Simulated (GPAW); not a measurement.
The Mg K edge of atom 2 in CsMgF3 (Pm-3m), with 6 F at 2.13 Å (octahedral, site symmetry m-3m), was computed in 2 ways: full core hole (charged cell) and no core hole. Program and functional: GPAW, LDA, Gaussian full width 0.9 eV up to 4 eV, rising linearly to 3.5 eV at 25 eV; cells of 5 and 10 atoms (the run without a hole in the smaller).

Each run is counted from its own lowest empty level or Fermi level and scaled to a mean of 1 over its first 20 eV.

```
E (eV)  run 1  run 2
  -2.0   0.00   0.00
  -1.0   0.00   0.00
   0.0   0.00   0.00
   1.0   0.03   0.01
   2.0   0.22   0.00
   3.0   0.46   0.51
   4.0   0.71   2.42
   5.0   0.76   3.46
   6.0   0.56   1.19
   7.0   1.16   1.58
   8.0   2.26   2.11
   9.0   1.87   1.87
  10.0   1.72   0.75
  11.0   1.56   0.73
  12.0   1.28   0.75
  13.0   1.10   0.68
  14.0   0.91   0.58
  15.0   0.84   0.48
  16.0   0.99   0.51
  17.0   1.05   0.62
  18.0   0.99   0.68
  19.0   0.96   0.65
  20.0   0.87   0.58
  21.0   0.65   0.49
  22.0   0.42   0.38
  23.0   0.36   0.29
  24.0   0.48   0.29
  25.0   0.67   0.40
  26.0   0.75   0.52
  27.0   0.71   0.54
  28.0   0.61   0.49
  29.0   0.51   0.42
  30.0   0.43   0.36
  31.0   0.39   0.31
  32.0   0.39   0.30
```

Question: Which run is which?

Run 1: no core hole (area from −2 to 6 eV 2.5, main maxima 2.6 eV (0.52), 3.7 eV (0.85), 5.2 eV (0.83), 8.1 eV (2.28) and 16.9 eV (1.05)). Run 2: full core hole (charged cell) (area from −2 to 6 eV 7.0, main maxima 4.7 eV (3.80), 8.4 eV (2.31), 11.6 eV (0.77) and 18.1 eV (0.68)). With each curve scaled to its own mean, the area from −2 to 6 eV with the hole is 7.0 against 2.5, and the centre of weight from −1 to 20 eV moves by -2.2 eV: the hole pulls the absorber's empty states down.

[Banner, clock and machine lines of the logs are left out without a mark of their own.]

[Logs are printed without paths, hosts, clocks, repeated set-up lines and the standing remarks that a program may print on its own settings, such as how far it seeks lower states.]

[Hosts, paths, dates, database ids (printed as entryN), source tags and the programs' standing remarks are cut or masked in the printed files.]

[Lists of maxima count a maximum above −3 eV only where it reaches 4 % of the highest in the window and stands out from its surroundings by 2 % of it (1.5 % where it reaches 55 %); shoulders and weaker maxima are passed over, and of the rest the first, up to two pre-edge ones and the few strongest are named.]
